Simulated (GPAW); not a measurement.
# Near-edge structure at the O K edge of Ti2O (P-3m1), part 2 of 3

Aim: the near-edge shape at the O K edge of Ti2O (P-3m1), and what the core hole does to it.

GPAW 26.7.0; X-ray absorption from dipole matrix elements to empty bands, plane-wave PAW LDA.

So far. Step 2 (Ground state of the crystal): The mesh shows no gap, so the system is treated as a metal and the core electron is put at the Fermi level (neutral cell). Step 3 (Spectrum without a core hole, O atom 3): Main maxima below 24 eV (height): 1.5 eV (2.26), 3.8 eV (1.89), 7.2 eV (1.05), 11.8 eV (1.63) and 18.9 eV (0.53). A K edge sees empty p states; the first features are O p mixed into the empty d states of the Ti neighbours, and the broad ones above probably into the cations' higher empty bands.

## Step 5: Spectrum with XCH, O atom 3

The holes are 5.5 Å apart. In GPAW the data set carries the hole's charge, so charge=0 means a charged cell and charge=-1 a neutral one. The excited electron is kept in the cell, where it fills the lowest empty states and screens the hole. After the field has converged, empty bands are computed with the density fixed and the dipole matrix elements are summed.

Input file xas.py:

```python
import numpy as np
from ase import Atoms
from ase.parallel import parprint, paropen
from gpaw import GPAW, PW, FermiDirac, Mixer, MixerDif, setup_paths
from gpaw.test import gen
setup_paths.insert(0, '.')
gen('O', name='fch1s', xcname='LDA', corehole=(1, 0, 1), write_xml=True)
from gpaw.mpi import world
world.barrier()

atoms = Atoms('Ti8O4',
    cell=[[-2.9194, 0, -4.713],
     [2.9194, 0, -4.713],
     [2.9194, -5.05654913, 0]],
    scaled_positions=[[0.47270333, 0.80603667, 0.66666667],
     [0.47270333, 0.80603667, 0.16666667],
     [0.97270333, 0.30603667, 0.66666667],
     [0.97270333, 0.30603667, 0.16666667],
     [0.52729667, 0.19396333, 0.83333333],
     [0.52729667, 0.19396333, 0.33333333],
     [0.02729667, 0.69396333, 0.83333333],
     [0.02729667, 0.69396333, 0.33333333],
     [0, 0, 0],
     [0, 0, 0.5],
     [0.5, 0.5, 0],
     [0.5, 0.5, 0.5]],
    pbc=True)
atoms.calc = calc = GPAW(legacy_gpaw=True, mode=PW(500, force_complex_dtype=True), xc='LDA', setups={8: 'fch1s'},
    kpts={'size': (4, 4, 4), 'gamma': True}, occupations=FermiDirac(0.1),
    charge=-1, mixer=Mixer(0.1, 5, 50), maxiter=150,
    convergence={'density': 0.0001, 'eigenstates': 1e-6}, txt='scf.txt')
energy = atoms.get_potential_energy() + calc.get_reference_energy()
ef = calc.get_fermi_level()
out = dict(energy=energy, fermi=ef, forces=atoms.get_forces().tolist())
parprint(f'all-electron energy {energy:.4f} eV, Fermi level {ef:.4f} eV')
ev = np.array([[calc.get_eigenvalues(k, s) for k in range(len(calc.get_ibz_k_points()))] for s in range(calc.get_number_of_spins())])
out['homo'], out['lumo'], out['counts'] = ev[ev < ef].max(), ev[ev > ef].min(), sorted(set((ev < ef).sum((0, 2)).tolist()))
out['filled'] = (ev[:, 0] < ef).sum(1).tolist()

from ase.units import Ha
from gpaw.xas import dipole_matrix_elements
nb = int(calc.get_number_of_electrons() / 2) + 126
top, nb = nb, nb + 8 + nb // 12
nscf = calc.fixed_density(kpts={'size': (5, 5, 5), 'gamma': True}, nbands=nb,
    convergence={'bands': top, 'eigenstates': 5e-3}, maxiter=60, txt='nscf.txt')
cell = atoms.cell.array
ops = [cell.T @ U.T @ np.linalg.inv(cell.T) for U in nscf.wfs.kd.symmetry.op_scc]
E = np.arange(-6, 34, 0.1)
fwhm = np.interp(E, [4, 25], [0.9, 3.5])
Y, X, zero, highest = 0, 0, 1e9, 1e9
for spin in range(nscf.get_number_of_spins()):
    wfs = nscf.wfs
    mine = wfs.bd.get_slice()  # this rank's bands
    A = dipole_matrix_elements(wfs.setups[8])
    eps = np.zeros((wfs.kd.nibzkpts, nb))
    d = np.zeros((3, A.shape[1], wfs.kd.nibzkpts, nb), complex)
    for kpt in wfs.kpt_u:
        if kpt.s == spin and 8 in kpt.P_ani:
            eps[kpt.k, mine] = kpt.eps_n * Ha
            d[:, :, kpt.k, mine] = (kpt.weight * wfs.nspins / 2) ** 0.5 * np.inner(A, kpt.P_ani[8])
    world.sum(eps)
    world.sum(d)
    T = np.einsum('amkn,bmkn->abkn', d, d.conj()).real
    T = sum(np.einsum('ai,ijkn,bj->abkn', R, T, R) for R in ops) / len(ops)
    empty = eps > ef
    zero, highest = min(zero, eps[empty].min()), min(highest, eps[:, top - 1].min())
    lines = [(eps, T, empty)] if spin == 0 else lines + [(eps, T, empty)]
for eps, T, empty in lines:
    f = np.einsum('aakn->akn', T).reshape(3, -1)
    x = eps.ravel() - zero
    w = np.interp(x, E, fwhm) / 2.35482
    g = np.exp(-0.5 * ((E[:, None] - x) / w) ** 2) / (w * (2 * np.pi) ** 0.5)
    Y = Y + (f * empty.ravel()) @ g.T
    X = X + (f * ~empty.ravel()) @ g.T
out.update(E=E.round(2).tolist(), xas=Y.tolist(), xes=X.tolist(), zero=zero, valid=highest - zero, nk=len(eps), nb=nb)
for i in range(0, len(E), 10):
    parprint(f'{E[i]:7.2f}', *(f'{v:10.3e}' for v in Y[:, i]))
import json
with paropen('out.json', 'w') as f:
    json.dump(out, f)
```

Command:

```console
$ OMP_NUM_THREADS=1 mpirun -n 4 gpaw python xas.py
```

Numbers of over 12 decimals in the logs are rounded to 6 here.

Output:

```text
Input parameters:
  charge: -1
  convergence: {density: 0.0001,
                eigenstates: 1e-06}
  kpts: {gamma: True,
         size: (4, 4, 4)}
  maxiter: 150
  mixer: {backend: pulay,
          beta: 0.1,
          method: separate,
          nmaxold: 5,
          weight: 50}
  mode: {ecut: 500.0,
         force_complex_dtype: True,
         name: pw}
  occupations: {fixmagmom: False,
                name: fermi-dirac,
                width: 0.1}
  setups: {8: fch1s}

Initialize ...

[... PAW data sets ...]

Reference energy: -192952.558023  # eV

Spin-paired calculation

[... convergence settings ...]
Symmetries present (total): 4
  [... symmetry matrices ...]

64 k-points: 4 x 4 x 4 Monkhorst-Pack grid + [1/8,1/8,1/8]
24 k-points in the irreducible part of the Brillouin zone
       k-points in crystal coordinates                weights
   0:     0.00000000    0.00000000    0.00000000          1/64
   1:     0.00000000    0.00000000    0.25000000          2/64
   2:     0.00000000    0.00000000    0.50000000          1/64
   3:     0.25000000   -0.25000000   -0.25000000          2/64
   4:     0.25000000   -0.25000000    0.25000000          2/64
   5:     0.25000000   -0.25000000    0.50000000          4/64
   6:     0.25000000    0.00000000   -0.25000000          4/64
   7:     0.25000000    0.00000000    0.00000000          4/64
   8:     0.25000000    0.00000000    0.25000000          4/64
   9:     0.25000000    0.00000000    0.50000000          4/64
          ...
  23:     0.50000000    0.50000000    0.50000000          1/64

Wave functions: Plane wave expansion
  Cutoff energy: 500.000 eV
  Number of coefficients (min, max): 3498, 3558
  Pulay-stress correction: 0.000000 eV/Ang^3 (de/decut=0.000000)
  Using FFTW library
  Wavefunction extrapolation:
    Improved wavefunction reuse through dual PAW basis

Occupation numbers: Fermi-Dirac:
  width: 0.1000  # eV

Eigensolver
   Davidson(niter=2)

Densities:
  Coarse grid: 32*32*32 grid
  Fine grid: 64*64*64 grid
  Total Charge: 0.000000

Density mixing:
  Method: separate
  Backend: pulay
  Linear mixing parameter: 0.1
  old densities: 5
  Width of damping distribution: 1.1
  Damping of long wavelength oscillations: 50

[... Hamiltonian set-up ...]
Number of atoms: 12
Number of atomic orbitals: 120
Number of bands in calculation: 77
Number of valence electrons: 121
Bands to converge: occupied

... initialized

Initializing position-dependent things.

Density initialized from atomic densities
Creating initial wave functions:
  77 bands from LCAO basis set

             O
               O

            Ti     Ti
              Ti     Ti
         Ti    OTi

           Ti     Ti

Atomic positions and initial magnetic moments

Positions:
   0 Ti     2.919400   -3.371033   -6.026702    ( 0.0000,  0.0000,  0.0000)
   1 Ti     1.459700   -0.842758   -6.026702    ( 0.0000,  0.0000,  0.0000)
   2 Ti     0.000000   -3.371033   -6.026702    ( 0.0000,  0.0000,  0.0000)
   3 Ti    -1.459700   -0.842758   -6.026702    ( 0.0000,  0.0000,  0.0000)
   4 Ti     1.459700   -4.213791   -3.399298    ( 0.0000,  0.0000,  0.0000)
   5 Ti    -0.000000   -1.685516   -3.399298    ( 0.0000,  0.0000,  0.0000)
   6 Ti     4.379100   -4.213791   -3.399298    ( 0.0000,  0.0000,  0.0000)
   7 Ti     2.919400   -1.685516   -3.399298    ( 0.0000,  0.0000,  0.0000)
   8 O      0.000000    0.000000    0.000000    ( 0.0000,  0.0000,  0.0000)
   9 O      1.459700   -2.528275    0.000000    ( 0.0000,  0.0000,  0.0000)
  10 O      0.000000    0.000000   -4.713000    ( 0.0000,  0.0000,  0.0000)
  11 O      1.459700   -2.528275   -4.713000    ( 0.0000,  0.0000,  0.0000)

Unit cell:
           periodic     x           y           z      points  spacing
  1. axis:    yes   -2.919400    0.000000   -4.713000    32     0.1392
  2. axis:    yes    2.919400    0.000000   -4.713000    32     0.1392
  3. axis:    yes    2.919400   -5.056549    0.000000    32     0.1580

  Lengths:   5.543940   5.543940   5.838800
  Angles:   74.734244 105.265756  63.551097

Effective grid spacing dv^(1/3) = 0.1619

iter:   1  -128.918733
iter:   2  -124.088224   -0.66  -1.19
iter:   3  -120.002307   -0.22  -1.27
iter:   4  -119.528323   -1.11  -1.45
iter:   5  -119.382554   -1.45  -1.57
iter:   6  -119.651383   -1.14  -1.71
iter:   7  -119.461612   -1.40  -1.95
iter:   8  -119.409734   -2.00  -2.22
iter:   9  -119.365654   -2.35  -2.27
iter:  10  -119.365647c  -2.61  -2.79
iter:  11  -119.363467c  -3.31  -2.93
iter:  12  -119.362580c  -3.65  -3.02
iter:  13  -119.364064c  -3.22  -3.09
iter:  14  -119.361566c  -4.64  -3.16
iter:  15  -119.361322c  -4.55  -3.58
iter:  16  -119.361339c  -5.37  -3.68
iter:  17  -119.361294c  -5.41  -3.98
iter:  18  -119.361300c  -5.55  -4.07c
iter:  19  -119.361303c  -6.04c -4.36c

Converged after 19 iterations.

Dipole moment: (-0.000000, 0.000000, -0.000000) |e|*Ang

Energy contributions relative to reference atoms: (reference = -192952.558023)

Kinetic:       +129.260599
Potential:     -125.184343
External:        +0.000000
XC:            -122.834399
Entropy (-ST):   -0.163216
Local:           -0.521553
SIC:             +0.000000
--------------------------
Free energy:   -119.442911
Extrapolated:  -119.361303

Showing only first 2 kpts
 Kpt  Band  Eigenvalues  Occupancy
  0    58     10.17847    1.99796
  0    59     10.22897    1.99662
  0    60     10.24779    1.99593
  0    61     10.98595    0.46752

  1    58     10.01593    1.99960
  1    59     10.55192    1.91806
  1    60     10.63302    1.82459
[...]
Fermi level: 10.86722

No gap
No difference between direct/indirect transitions

Forces in eV/Ang:
  0 Ti    0.00000    0.02212    1.60779
  1 Ti   -0.94790   -0.50798    0.80805
  2 Ti    0.00000    1.12972    0.73915
  3 Ti    0.94790   -0.50798    0.80805
  4 Ti    0.94790    0.50798   -0.80805
  5 Ti    0.00000   -0.02212   -1.60779
  6 Ti   -0.94790    0.50798   -0.80805
  7 Ti    0.00000   -1.12972   -0.73915
  8 O     0.00000    0.00000    0.00000
  9 O    -0.00000   -0.00000    0.00000
 10 O     0.00000    0.00000    0.00000
 11 O     0.00000   -0.00000    0.00000
Scalar-relativistic atomic LDA calculation for O (Oxygen, Z=8)
Core hole in 1s state (1s occupation: 1.0)
300 radial gridpoints.
|------------------------------------------------|
|------------------------------------------------|
[... the atom generator's iteration count ...]

Energy contributions:
-------------------------
Kinetic:      +54.046737
XC:            -5.876031
Potential:   -102.458324
-------------------------
Total:        -54.287618

state      eigenvalue         ekin         rmax
-----------------------------------------------
1s^1.0 :   -21.731873    30.611423        0.127
2s^2.0 :    -1.594915     4.066245        0.801
2p^4.0 :    -1.067100     3.825706        0.682
-----------------------------------------------
(units: Bohr and Hartree)

Generating PAW setup
Kinetic energy of the core from tauc = 30.636371
Cutoffs:
rc(s)=1.300
rc(p)=1.130
rc(d)=1.170
rc(vbar)=1.300
rc(comp)=1.260
rc(nct)=1.300

Kinetic energy of the core states: 30.611423
Charge: 1.0
Core electrons: 1.0
Valence electrons: 6.0
Pseudo-core charge: 0.000198
Shape function alpha=6.299
Pseudo-electron charge 5.280306
state    eigenvalue         norm
--------------------------------
2s(2) :    -1.594915     1.065643
*s    :    -0.594915
2p(4) :    -1.067100     0.787205
*p    :    -0.067100
*d    :     0.000000
--------------------------------

Diagonalizing with gridspacing h=0.050

state   all-electron     PAW
-------------------------------
2s:      -1.594915    -1.596334
2p:      -1.067100    -1.073375
*d:                   -0.060686
*f:                   -0.013559
-------------------------------
<dir> UserWarning: Initial realspace grid (30,30,32) inconsistent with symmetries.
  warnings.warn(
<dir> UserWarning: Using symmetrized grid: (32,32,32).

  warnings.warn('Using symmetrized grid: ({},{},{}).\n'.format(*N_c))
<dir> UserWarning: Initial realspace grid (30,30,32) inconsistent with symmetries.
  warnings.warn(
<dir> UserWarning: Initial realspace grid (30,30,32) inconsistent with symmetries.
  warnings.warn(
<dir> UserWarning: Using symmetrized grid: (32,32,32).

  warnings.warn('Using symmetrized grid: ({},{},{}).\n'.format(*N_c))
<dir> UserWarning: Initial realspace grid (30,30,32) inconsistent with symmetries.
  warnings.warn(
<dir> UserWarning: Using symmetrized grid: (32,32,32).

  warnings.warn('Using symmetrized grid: ({},{},{}).\n'.format(*N_c))
<dir> UserWarning: Using symmetrized grid: (32,32,32).

  warnings.warn('Using symmetrized grid: ({},{},{}).\n'.format(*N_c))
all-electron energy -193071.9193 eV, Fermi level 10.8672 eV
[...]
31.00  7.330e-05  7.374e-05  3.468e-05
  32.00  6.368e-05  6.394e-05  4.787e-05
  33.00  5.575e-05  5.597e-05  6.655e-05
```

It took 2.2 min on 4 MPI ranks of Intel Xeon Platinum 8375C at 2.90GHz (Ice Lake), shared host; peak memory 0.57 GiB; 8.7 min of CPU time.

The O K spectrum, O atom 3, excited-electron core hole (neutral cell) (energy from the lowest empty level; intensity scaled to a mean of 1 over the first 20 eV; polarised curves are means over the symmetry-equivalent atoms):

```tsv
E (eV)	isotropic	ε ⊥ c	ε ∥ c
-2.00	0.00	0.00	0.00
-1.25	0.00	0.00	0.00
-0.50	0.09	0.12	0.05
0.25	1.38	1.65	0.84
1.00	2.89	3.05	2.57
1.75	1.69	1.48	2.12
2.50	1.46	1.51	1.36
3.25	1.47	1.44	1.52
4.00	0.92	0.87	1.01
4.75	0.64	0.58	0.75
5.50	0.81	0.75	0.94
6.25	1.02	0.95	1.18
7.00	1.02	0.95	1.18
7.75	0.84	0.78	0.95
8.50	0.59	0.51	0.77
9.25	0.63	0.53	0.82
10.00	1.12	1.20	0.95
10.75	1.70	2.05	1.00
11.50	1.65	2.00	0.97
12.25	1.21	1.37	0.88
13.00	0.88	0.93	0.79
13.75	0.67	0.67	0.69
14.50	0.53	0.48	0.62
15.25	0.46	0.39	0.61
16.00	0.46	0.39	0.60
16.75	0.49	0.45	0.56
17.50	0.54	0.55	0.53
18.25	0.59	0.61	0.56
19.00	0.61	0.59	0.66
19.75	0.61	0.51	0.80
20.50	0.61	0.45	0.94
21.25	0.63	0.42	1.06
22.00	0.68	0.44	1.15
22.75	0.73	0.50	1.18
23.50	0.77	0.58	1.16
24.25	0.81	0.68	1.08
25.00	0.86	0.80	0.98
25.75	0.93	0.95	0.89
26.50	1.03	1.14	0.81
27.25	1.12	1.32	0.72
28.00	1.16	1.43	0.62
28.75	1.14	1.44	0.54
29.50	1.07	1.37	0.48
30.25	0.99	1.25	0.47
31.00	0.93	1.13	0.53
31.75	0.90	1.01	0.67
```

Main maxima below 24 eV (height): 1.0 eV (2.89), 6.6 eV (1.07) and 11.1 eV (1.77). 

The total-energy difference is 536.16 eV. One term is added: -8.83 eV, since the hole is spin-paired here and a spin-polarised one costs that much less in the free atom (computed apart). The photon energy is then 527.33 eV. The functional leaves an error in such absolute values: in the free atom LDA prices this hole 4.1 eV below PBE (computed apart), and PBE is itself good to a few eV.

## Step 6: Reference energy of the cell

The cell and mesh change for the next run, so it gets a reference energy of its own.

Input file scf.py:

```python
import numpy as np
from ase import Atoms
from ase.parallel import parprint, paropen
from gpaw import GPAW, PW, FermiDirac, Mixer, MixerDif, setup_paths
from gpaw.test import gen
setup_paths.insert(0, '.')
gen('O', name='nch1s', xcname='LDA', corehole=(1, 0, 0), write_xml=True)
from gpaw.mpi import world
world.barrier()

atoms = Atoms('Ti2O',
    cell=[[1.4597, -2.52827456, 0],
     [-1.4597, -2.52827456, 0],
     [0, 0, -4.713]],
    scaled_positions=[[0.66666667, 0.66666667, 0.27874],
     [0.33333333, 0.33333333, 0.72126],
     [0, 0, 0]],
    pbc=True)
atoms.calc = calc = GPAW(legacy_gpaw=True, mode=PW(500, force_complex_dtype=True), xc='LDA', setups={2: 'nch1s'},
    kpts={'size': (7, 7, 4), 'gamma': True}, occupations=FermiDirac(0.1),
    charge=0, mixer=Mixer(0.1, 5, 50), maxiter=150,
    convergence={'density': 0.0001, 'eigenstates': 1e-6}, txt='scf.txt')
energy = atoms.get_potential_energy() + calc.get_reference_energy()
ef = calc.get_fermi_level()
out = dict(energy=energy, fermi=ef, forces=atoms.get_forces().tolist())
parprint(f'all-electron energy {energy:.4f} eV, Fermi level {ef:.4f} eV')
ev = np.array([[calc.get_eigenvalues(k, s) for k in range(len(calc.get_ibz_k_points()))] for s in range(calc.get_number_of_spins())])
out['homo'], out['lumo'], out['counts'] = ev[ev < ef].max(), ev[ev > ef].min(), sorted(set((ev < ef).sum((0, 2)).tolist()))
out['filled'] = (ev[:, 0] < ef).sum(1).tolist()
import json
with paropen('out.json', 'w') as f:
    json.dump(out, f)
```

Command:

```console
$ OMP_NUM_THREADS=1 mpirun -n 4 gpaw python scf.py
```

Output:

```text
Input parameters:
  convergence: {density: 0.0001,
                eigenstates: 1e-06}
  kpts: {gamma: True,
         size: (7, 7, 4)}
  maxiter: 150
  mixer: {backend: pulay,
          beta: 0.1,
          method: separate,
          nmaxold: 5,
          weight: 50}
  mode: {ecut: 500.0,
         force_complex_dtype: True,
         name: pw}
  occupations: {fixmagmom: False,
                name: fermi-dirac,
[...]
2s(2) :    -0.872866     1.079797
*s    :     0.127134
2p(4) :    -0.337925     0.876472
*p    :     0.662075
*d    :     0.000000
--------------------------------

Diagonalizing with gridspacing h=0.050

state   all-electron     PAW
-------------------------------
2s:      -0.872866    -0.873954
2p:      -0.337925    -0.341740
*d:                    0.050276
*f:                    0.077289
-------------------------------
all-electron energy -48402.0207 eV, Fermi level 10.6181 eV
[key lines of the parts left out:]
Converged after 15 iterations.
Dipole moment: (0.000000, 0.000000, -0.000000) |e|*Ang
Free energy:    -26.229996
Fermi level: 10.61812
```

It took 6.9 s on 4 MPI ranks; peak memory 0.18 GiB.

[end of part 2 of 3]

[Banner, clock and machine lines of the logs are left out without a mark of their own.]

[Logs are printed without paths, hosts, clocks, repeated set-up lines and the standing remarks that a program may print on its own settings, such as how far it seeks lower states.]

[Hosts, paths, dates, database ids (printed as entryN), source tags and the programs' standing remarks are cut or masked in the printed files.]

[Lists of maxima count a maximum above −3 eV only where it reaches 4 % of the highest in the window and stands out from its surroundings by 2 % of it (1.5 % where it reaches 55 %); shoulders and weaker maxima are passed over, and of the rest the first, up to two pre-edge ones and the few strongest are named.]
